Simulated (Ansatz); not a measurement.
**How BP (F-43m) expands on warming**

Aim: the lattice, expansion, heat capacity and bulk modulus of BP as it warms.

Experimental results on record:
- volume expansion coefficient 9.6 1e-6/K near room temperature (given in “Thermal expansion coefficients of high thermal conducting BAs and BP materials (three times its linear coefficient)”, 2019, arxiv:1906.04101)

Main program and level: Ansatz 0.2.0; DFT RPBE, scalar-relativistic, plane waves, PAW.

### 1. Set-up

Symmetry: F-43m, No. 216, cubic system. The conventional cell has a = 4.538 Å, b = 4.538 Å, c = 4.538 Å, α = 90.00°, β = 90.00°, γ = 90.00°. Nearest to B lie 4 P at 1.97 Å. P has 4 B at 1.97 Å nearest. Farther neighbours are not listed.

### 2. A first coarse run

Before spending time, one coarse run tells the gap and the pressure of the starting cell.

input.yaml reads:

```yaml
crystal:
  lattice:
    - [0.0, 2.269, 2.269]
    - [2.269, 0.0, 2.269]
    - [2.269, 2.269, 0.0]
  atoms:
    - { symbol: B, position: [0.0, 0.0, 0.0] }
    - { symbol: P, position: [0.25, 0.25, 0.25] }
kpoints:
  mp_grid: { grid: [6, 6, 6] }
hamiltonian:
  xc: rpbe
scf:
  occupations: { method: gaussian, width: 0.1 }
output:
  forces: true
  stress: true
  eigenvalues: true
```

Started as:

```console
$ ansatz run input.yaml --threads 2 --pin off --max-ram 5120MiB --backend cpu --events-out ev --progress --plain --runs-dir out
```

Numbers of over 12 decimals in the logs are rounded to 6 here.

What it wrote:

```text
Engine: ansatz 0.2.0, aarch64-unknown-linux-gnu
Pseudopotentials: kind: paw
Pseudopotential: B, paw, valence charge 3, recommended cutoff 420 eV (normal), B.paw.azcp
Pseudopotential: P, paw, valence charge 5, recommended cutoff 420 eV (normal), P.paw.azcp
Functional definition: RPBE
  parameter kappa = 0.804
  parameter beta = 0.066725
  exchange = rpbe_x(kappa = kappa, mu = beta*pi^2/3)
  correlation = pbe_c(beta = beta)
Crystal: 2 atoms, lattice volume = 23.363 Å³
Basis set: ecut = 420 eV, 459 PW (Γ), exchange–correlation on 48×48×48 points (8 copies of the dense FFT grid, shifted against one another)
Bands: 8, of which v1, the nominal top of the filled ones, is band 4 counted from 1 (3 counted from 0)
Symmetry: 24 space group operations
Space group: F-43m (ITA 216), of the structure as read, at distance tolerance 2.9e-5 Å
k-points: 16 of 216 (time reversal used)
Non-local potential: B, projectors of the file, l = 0: 2, l = 1: 2, l = 2: 1
Non-local potential: P, projectors of the file, l = 0: 2, l = 1: 2, l = 2: 2
PAW form: soft (Blöchl's): semilocal exchange-correlation on the pseudo side does not see the compensation charge
PAW frozen core: B, regenerated for the run's functional, and the local potential with it (the file was generated under x = pbe(κ = 0.804, μ = 0.219515), c = pbe(β = 0.066725))
PAW frozen core: P, regenerated for the run's functional, and the local potential with it (the file was generated under x = pbe(κ = 0.804, μ = 0.219515), c = pbe(β = 0.066725))
PAW one-centre angular grid: B, 110 points (default); XC on 64 Gauss nodes
PAW one-centre angular grid: P, 110 points (default); XC on 64 Gauss nodes
Initial density: superposition of atomic densities (neutral atoms: chi_scale 0, normalization atom), corrected by the library's trained network
Initial wavefunctions: pseudopotential atomic-orbital guess
Functional: x = rpbe, c = pbe(β = 0.066725)
SCF iter   1: F=—  HF=-916.732341 eV  |F-HF|=—  |Δ(HF+E_count)|=         —  Δρ=2.60e-3  dr2=8.94e-4  ethr=1.77e-3  ⟨swp⟩=6.1  Hψ=1153  notcnv=0
preconditioner: auto → none  [insulator: Δε(μ)=1.332 eV  Ē_g=12.845 eV  σ=0.100 eV  W_gap=1.00  n_scr=0 (ndim 8)  ℏωp=21.7 eV  f_vac=0.000  D(μ)=0.00/eV (n_scr^D=0)  ε∞_Penn≈3.9]
SCF iter   2: F=—  HF=-916.732366 eV  |F-HF|=—  |Δ(HF+E_count)|=   2.57e-5  Δρ=1.29e-3  dr2=2.55e-4  ethr=1.12e-5  ⟨swp⟩=2.6  Hψ=307  notcnv=0
SCF iter   3: F=—  HF=-916.732362 eV  |F-HF|=—  |Δ(HF+E_count)|=   4.43e-6  Δρ=5.27e-4  dr2=2.91e-5  ethr=3.19e-6  ⟨swp⟩=2.2  Hψ=194  notcnv=0
SCF iter   4: F=—  HF=-916.732384 eV  |F-HF|=—  |Δ(HF+E_count)|=   2.20e-5  Δρ=1.13e-4  dr2=3.11e-6  ethr=3.63e-7  ⟨swp⟩=2.8  Hψ=200  notcnv=0
SCF iter   5: F=—  HF=-916.732385 eV  |F-HF|=—  |Δ(HF+E_count)|=   6.10e-7  Δρ=2.53e-5  dr2=1.93e-7  ethr=3.89e-8  ⟨swp⟩=2.0  Hψ=186  notcnv=0
SCF iter   6: F=-916.732385 eV  HF=-916.732385 eV  |F-HF|=7.68e-10  |Δ(HF+E_count)|=   2.65e-8  Δρ=2.92e-6  dr2=2.39e-9  ethr=1.25e-9  ⟨swp⟩=5.6  Hψ=652  notcnv=0
SCF 1 converged in 6 iterations: F = -916.732385 eV  dr2 = 2.39e-9
  greatest PAW one-centre occupation: 0.774 electrons in one spin orbital (limit 2), on the P atom at site 1 (counted from 0), in its partial waves of l = 0
SCF converged after 6 iterations
Free energy (F): -916.732385 eV
Harris-Foulkes:  -916.732385 eV  (|F-HF|=7.68e-10)
Internal energy: -916.732385 eV  (E = F + TS)
E sigma→0 (E₀):  -916.732385 eV
Fermi energy:    10.038828 eV
--- Per-component energies (eV) ---
  E_band       = 22.889681
  E_kinetic    = 121.653329
  E_local      = -66.868959  (includes V_loc(G=0)·N_el)
  E_nonlocal   = 44.001853
  E_hartree    = 17.074540
  E_xc         = -94.976442
  E_vxc        = -100.530579  (∫ρ·V_xc dr)
  E_paw        = -652.084063  (= ΣΔE_a)
  E_vpaw       = -9.514937  (= ΣTr[D̂ρ^β])
  E_aug_tail   = 0.000001  (compensation charges beyond the density's cutoff)
  E_ewald      = -285.491518
  E_core_change = -0.041125  (= ΣΔE_core)
  E_smearing   = -0.000000  (= −TS)
  E_closure    = -0.000000  (closes the sum)
  Σ components = -916.732385   (vs F -916.732385, Δ=0.00e0)
--- Forces (eV/Å), atoms counted from 1 ---
  atom   1  B      0.00000000     0.00000000     0.00000000
  atom   2  P     -0.00000000     0.00000000    -0.00000000
  max |Σ_I F_I| component: 1.85e-16 eV/Å
--- Stress (GPa, compression-positive) ---
        4.098136      -0.000000      -0.000000
        0.000000       4.098136       0.000000
       -0.000000       0.000000       4.098136
  P = ⅓ Tr σ = 4.0981 GPa (40.981 kbar)
--- Band table (eV; the first three rows and the last of 16) ---
  k-point 0: bands = ["-6.1157", "9.3659", "9.3659", "9.3659", "12.7678", "12.7678", "12.7678", "16.7783"]
  k-point 1: bands = ["-5.6179", "6.5224", "8.6983", "8.6983", "13.4020", "13.6743", "13.6743", "18.0764"]
  k-point 2: bands = ["-4.2005", "2.6226", "7.8919", "7.8919", "13.2800", "14.2236", "14.2236", "19.5585"]
  k-point 15: bands = ["-1.0470", "1.0950", "4.0618", "4.1910", "13.2128", "13.8522", "18.4874", "19.1756"]
```

The job ended after 0.52 s (2 threads of Arm Neoverse V2, shared host; peak memory 0.24 GiB).

The column dr2 measures how far the density is from self-consistency, as an energy; F and HF (Harris–Foulkes) agree once it is small.

A gap read on the k-mesh alone can miss the band edges.

Numbers from this step:

```yaml
pressure: 4.098 GPa
gap_on_the_k_mesh: 1.346 eV
volume_per_atom: 11.68 Å³
```

The start is under 4.1 GPa at this level and looks like an insulator or semiconductor on this mesh.

### 3. Relaxation

The vibrations must be taken about the equilibrium of this functional, not about the starting cell, so the structure is relaxed.

input.yaml, the sections that differ from step 2:

```yaml
kpoints:
  mp_grid: { grid: [10, 10, 10] }
scf:
  occupations: { method: gaussian, width: 0.02 }
output:
  forces: true
  stress: true
  eigenvalues: true
  write_density: true
  write_potential: true
  elf: true
  volumetric_format: npy
relax:
  adjacent_minimum: "off"
  f_tol: 0.005
  max_steps: 80
  cell: { stress_tol: 0.05 }
# crystal, hamiltonian: as in step 2
```

What it wrote:

```text
[...]
Crystal: 2 atoms, lattice volume = 23.363 Å³
Basis set: ecut = 420 eV, 459 PW (Γ), exchange–correlation on 48×48×48 points (8 copies of the dense FFT grid, shifted against one another)
Bands: 8, of which v1, the nominal top of the filled ones, is band 4 counted from 1 (3 counted from 0)
Symmetry: 24 space group operations
[...]
k-points: 47 of 1000 (time reversal used)
[...]
SCF iter   1: F=—  HF=-916.749425 eV  |F-HF|=—  |Δ(HF+E_count)|=         —  Δρ=2.74e-3  dr2=1.12e-3  ethr=1.77e-3  ⟨swp⟩=6.2  Hψ=3520  notcnv=0
[...]
SCF iter   6: F=-916.749311 eV  HF=-916.749311 eV  |F-HF|=2.64e-9  |Δ(HF+E_count)|=   5.39e-8  Δρ=3.94e-6  dr2=4.70e-9  ethr=1.25e-9  ⟨swp⟩=9.1  Hψ=2600  notcnv=0
SCF 1 converged in 6 iterations: F = -916.749311 eV  dr2 = 4.70e-9
[...]
relax step   1: F+E_penalty+E_count = -916.74931084 eV  Δ(F+E_penalty+E_count) = +0.000e0 eV  max|allowed force component| = 3.793e-16 eV/Å  Δτ_max = 0.0000 Å  P = +3.965 GPa  Ω = 23.363 Å³  (6 SCF iters, dr2 threshold 1.00e-7 eV, accepted)
Crystal: 2 atoms, lattice volume = 23.675 Å³
[...]
iter 1 solved again at ethr=1.94e-5 eV; its pass at ethr=3.10e-3 eV (dr2=1.55e-3 eV) is discarded
[...]
SCF iter   4: F=-916.754621 eV  HF=-916.754620 eV  |F-HF|=3.03e-7  |Δ(HF+E_count)|=   2.18e-6  Δρ=3.32e-5  dr2=1.57e-7  ethr=2.50e-9  ⟨swp⟩=8.6  Hψ=3002  notcnv=0
SCF 2 converged in 4 iterations: F = -916.754621 eV  dr2 = 1.57e-7
[...]
relax step   2: F+E_penalty+E_count = -916.75462059 eV  Δ(F+E_penalty+E_count) = -5.310e-3 eV  max|allowed force component| = 9.714e-17 eV/Å  Δτ_max = 0.0000 Å  P = +1.747 GPa  Ω = 23.675 Å³  energy of the carried Pulay correction = -2.244e-4 eV  (4 SCF iters, dr2 threshold 2.00e-7 eV, accepted)
Crystal: 2 atoms, lattice volume = 23.926 Å³
[...]
SCF iter   4: F=-916.755852 eV  HF=-916.755851 eV  |F-HF|=2.36e-7  |Δ(HF+E_count)|=   2.13e-6  Δρ=2.80e-5  dr2=1.14e-7  ethr=2.50e-9  ⟨swp⟩=8.7  Hψ=3004  notcnv=0
SCF 3 converged in 4 iterations: F = -916.755852 eV  dr2 = 1.14e-7
relax step   3: F+E_penalty+E_count = -916.75585167 eV  Δ(F+E_penalty+E_count) = -1.231e-3 eV  max|allowed force component| = 7.864e-17 eV/Å  Δτ_max = 0.0000 Å  P = +0.058 GPa  Ω = 23.926 Å³  energy of the carried Pulay correction = -4.033e-4 eV  (4 SCF iters, dr2 threshold 2.00e-7 eV, accepted)
[...]
relax step   4: F+E_penalty+E_count = -916.75584726 eV  Δ(F+E_penalty+E_count) = +4.406e-6 eV  max|allowed force component| = 9.714e-17 eV/Å  Δτ_max = 0.0000 Å  P = +0.003 GPa  Ω = 23.935 Å³  energy of the carried Pulay correction = -4.095e-4 eV  (4 SCF iters, dr2 threshold 8.54e-9 eV, accepted)
[...]
SCF iter   1: F=—  HF=-916.756285 eV  |F-HF|=—  |Δ(HF+E_count)|=         —  Δρ=4.59e-5  dr2=5.21e-8  ethr=1.04e-6  ⟨swp⟩=3.0  Hψ=4618  notcnv=0
eigensolver tolerance schedule: the retry pair's looser diagonalisation over-reported the residual by 1598.72 of it (diagonalisation noise at 1.16 of the residual, at the tolerance the schedule requests for it); recorded, not acted on — ethr = c·dr2/N_el stays at c = 1.0e-1
SCF iter   2: F=—  HF=-916.756287 eV  |F-HF|=—  |Δ(HF+E_count)|=   2.13e-6  Δρ=2.38e-5  dr2=1.41e-8  ethr=6.51e-10  ⟨swp⟩=2.4  Hψ=602  notcnv=0
[...]
SCF iter   4: F=-916.756287 eV  HF=-916.756287 eV  |F-HF|=1.63e-11  |Δ(HF+E_count)|=   1.56e-9  Δρ=3.31e-7  dr2=1.46e-11  ethr=1.00e-12  ⟨swp⟩=5.8  Hψ=2316  notcnv=0
SCF 5 converged in 4 iterations: F = -916.756287 eV  dr2 = 1.46e-11
relax step   5: F+E_penalty+E_count = -916.75628696 eV  Δ(F+E_penalty+E_count) = -4.397e-4 eV  max|allowed force component| = 9.830e-17 eV/Å  Δτ_max = 0.0000 Å  P = +0.027 GPa  Ω = 23.935 Å³  stress off target by 2.71e-2 GPa  SCF on the basis re-selected at this cell (its energy is not comparable with the rows above)  (4 SCF iters)
basis re-selected at this cell: Δ(F+E_penalty+E_count) = -4.397e-4 eV, ΔP = +0.024 GPa vs the last step (what re-selecting the basis moved, of the pressure what is left beyond the Pulay correction that the steps carried, after the strain that the cell walked since its last selection, with what the two solves' SCF thresholds leave and, on support functions, any second-order correction that the steps lacked; it is no m [...]
SCF converged after 4 iterations
Free energy (F): -916.756287 eV
[...]
Internal energy: -916.756287 eV  (E = F + TS)
E sigma→0 (E₀):  -916.756287 eV
Fermi energy:    9.682459 eV
[...]
--- Stress (GPa, compression-positive) ---
        0.027066       0.000000       0.000000
        0.000000       0.027066       0.000000
       -0.000000       0.000000       0.027066
  P = ⅓ Tr σ = 0.0271 GPa (0.271 kbar)
--- Band table (eV; the first three rows and the last of 47) ---
[...]
--- Relaxed structure (4 steps of the walk, 4 accepted, 1 SCFs on fresh bases) ---
  F+E_penalty+E_count = -916.75628696 eV   max|allowed force component| = 9.830e-17 eV/Å   (the final SCF, on the basis selected at the relaxed cell)
  cell:  # Å, volume = 23.9350 Å³
    - [0, 2.287360, 2.287360]
    - [2.287360, 0, 2.287360]
    - [2.287360, 2.287360, 0]
  atoms:
    - { symbol: B, position: [0, 0, 0] }
    - { symbol: P, position: [0.25, 0.25, 0.25] }
```

It took 3.9 s on 2 threads; peak memory 0.28 GiB; 7.3 s of CPU time.

Step by step:

```csv
step,energy less that of the first step (eV),largest force component (eV/Å),pressure (GPa),volume (Å³)
1,0.0000,0.0000,3.96,23.36
2,-0.0053,0.0000,1.75,23.67
3,-0.0065,0.0000,0.06,23.93
4,-0.0065,0.0000,0.00,23.94
5*,-0.0070,0.0000,0.03,23.94
```

Relaxation steps marked * repeat the geometry before them on a plane-wave basis chosen anew for their cell, so energy and pressure can jump there.

The run keeps the 24 symmetry operations that it works with, so distortions that break them were not tested.

```csv
"conventional cell, symmetrised",before,after,change
a (Å),4.538,4.575,+0.8 %
b (Å),4.538,4.575,+0.8 %
c (Å),4.538,4.575,+0.8 %
volume (Å³/atom),11.68,11.97,+2.4 %
```

The relaxed structure:

```cif
data_structure
_symmetry_space_group_name_H-M 'P 1'
_symmetry_Int_Tables_number 1
_cell_length_a 3.2348
_cell_length_b 3.2348
_cell_length_c 3.2348
_cell_angle_alpha 60.000
_cell_angle_beta 60.000
_cell_angle_gamma 60.000
_cell_volume 23.93
loop_
_atom_site_label
_atom_site_type_symbol
_atom_site_fract_x
_atom_site_fract_y
_atom_site_fract_z
_atom_site_occupancy
B1 B 0.00000 0.00000 0.00000 1
P2 P 0.25000 0.25000 0.25000 1
```

This step gave:

* pressure: 0.02707 GPa
* gap on the k-mesh: 1.301 eV
* volume per atom: 11.97 Å³

Electrostatic potential energy in the ac plane of a cell with a along [110], b along [-110] and c along [001] of the cube at fractional y = 0.000, with atoms of B and P within 0.2 Å of it. With pseudopotentials it is smooth inside the atoms' cores, unlike the true potential.

Values in eV, 7 rows by 16 columns, each cell a mean:
```
-31 -10  -1 -14 -19  -6  -2 -24 -31 -10  -1 -14 -19  -6  -2 -24
  8   4 -22 -55 -58 -39  -1   7   8   4 -22 -55 -58 -39  -1   7
 11   8  -6 -29 -34 -16   4  10  11   8  -6 -29 -34 -16   4  10
 11  11  10   8   8   9  11  11  11  11  10   8   8   9  11  11
 11  11  12  12  12  12  11  11  11  11  12  12  12  12  11  11
  4   8  11  12  12  11   9   5   4   8  11  12  12  11   9   5
-43 -16   7  10  10   9  -3 -35 -43 -16   7  10  10   9  -3 -35
```
Columns run along a (6.5 Å; values clipped at the 3rd and 97th percentile), rows up along c (4.6 Å), edges of the conventional cell, whose origin can differ from the input's. Atoms in or near the plane, at fractional coordinates: B at (0.50, 0.00), B at (0.00, 0.00), P at (0.75, 0.75), P at (0.25, 0.75).

Valence density in the ac plane of a cell with a along [110], b along [-110] and c along [001] of the cube at fractional y = 0.000, with atoms of B and P within 0.2 Å of it. It is the smooth field of the valence electrons, not physical close to the nuclei.

Ten even steps from '0' (0.04 e/Å³) to '9' (0.90 e/Å³), each cell a mean:
```
688766787688766787
679957987679957987
358613864358613864
125523531125523531
013566410013566410
001343200001343200
000011000000011000
000000000000000000
110000011110000011
431000023431000023
652100146652100146
465322365465322365
```
Columns run along a (6.5 Å), rows up along c (4.6 Å), edges of the conventional cell, whose origin can differ from the input's. Atoms in or near the plane, at fractional coordinates: B at (0.50, 0.00), B at (0.00, 0.00), P at (0.75, 0.75), P at (0.25, 0.75).

ELF in the ac plane of a cell with a along [110], b along [-110] and c along [001] of the cube at fractional y = 0.000, with atoms of B and P within 0.2 Å of it. It is the smooth field of the valence electrons, not physical close to the nuclei.

Ten even steps from '_' (0.02) to '@' (0.94), each cell a mean:
```
..**@@@@##%%@@%%--..**@@@@##%%@@%%--
++@@@@%%--**@@@@##++@@@@%%--**@@@@##
++%%%%==__..##%%**++%%%%==__..##%%**
::++**::__..++**--::++**::__..++**--
__::==++++++++--..__::==++++++++--..
____::++****==..______::++****==..__
______..::::..__________..::::..____
..________________..________________
--::__________..----::__________..--
**==::______..--++**==::______..--++
--==--::....--====--==--::....--====
__--****==++**++..__--****==++**++..
```
Columns run along a (6.5 Å), rows up along c (4.6 Å), edges of the conventional cell, whose origin can differ from the input's. Atoms in or near the plane, at fractional coordinates: B at (0.50, 0.00), B at (0.00, 0.00), P at (0.75, 0.75), P at (0.25, 0.75).

The relaxation ends with a pressure of 0.03 GPa.

### 4. Relaxing to small residual forces and stress

The thresholds are tightened for a last relaxation ahead of the phonons, and where mesh or smearing change with them the cell follows.

input.yaml reads:

```yaml
crystal:
  lattice:
    - [0.0, 2.2873597124, 2.2873597124]
    - [2.2873597124, 0.0, 2.2873597124]
    - [2.2873597124, 2.2873597124, 0.0]
  atoms:
    - { symbol: B, position: [0.0, 0.0, 0.0] }
    - { symbol: P, position: [0.25, 0.25, 0.25] }
kpoints:
  mp_grid: { grid: [12, 12, 12] }
hamiltonian:
  xc: rpbe
scf:
  occupations: { method: fixed }
output:
  forces: true
  stress: true
  eigenvalues: true
relax:
  adjacent_minimum: "off"
  f_tol: 0.001
  max_steps: 60
  cell: { stress_tol: 0.01 }
```

What it wrote:

```text
[...]
Crystal: 2 atoms, lattice volume = 23.935 Å³
Basis set: ecut = 420 eV, 459 PW (Γ), exchange–correlation on 48×48×48 points (8 copies of the dense FFT grid, shifted against one another)
Bands: 8, of which v1, the nominal top of the filled ones, is band 4 counted from 1 (3 counted from 0)
Symmetry: 24 space group operations
[...]
k-points: 72 of 1728 (time reversal used)
[...]
-0.000000       0.000000      -0.000216
  P = ⅓ Tr σ = -0.0002 GPa (-0.002 kbar)
--- Band table (eV; the first three rows and the last of 72) ---
[...]
--- Relaxed structure (3 steps of the walk, 3 accepted, 1 SCFs on fresh bases) ---
[...]
cell:  # Å, volume = 23.9389 Å³
    - [0.0, 2.287485, 2.287485]
    - [2.287485, 0, 2.287485]
    - [2.287485, 2.287485, 0]
  atoms:
    - { symbol: B, position: [0, 0, 0] }
    - { symbol: P, position: [0.25, 0.25, 0.25] }
[key lines of the parts left out:]
SCF converged after 5 iterations
Free energy (F): -916.756534 eV
Fermi energy:    9.029533 eV
```

Elapsed: 4 s, on 2 threads; peak memory 0.29 GiB; 7.6 s of CPU time.

Little changed from the start: no atom moved by 0.005 Å and no cell edge by 0.1 %.

This step gave:

```yaml
pressure: -2.16e-4 GPa
gap_on_the_k_mesh: 1.299 eV
```

The residual pressure is -2.2e-4 GPa, small enough for phonons.

[end of part 1 of 2]

[Logs are printed without paths, hosts, clocks, repeated set-up lines and the standing remarks that a program may print on its own settings, such as how far it seeks lower states.]

[Hosts, paths, dates, database ids (printed as entryN), source tags and the programs' standing remarks are cut or masked in the printed files.]

[A step with changed settings may run another functional than the one named; its input shows which.]
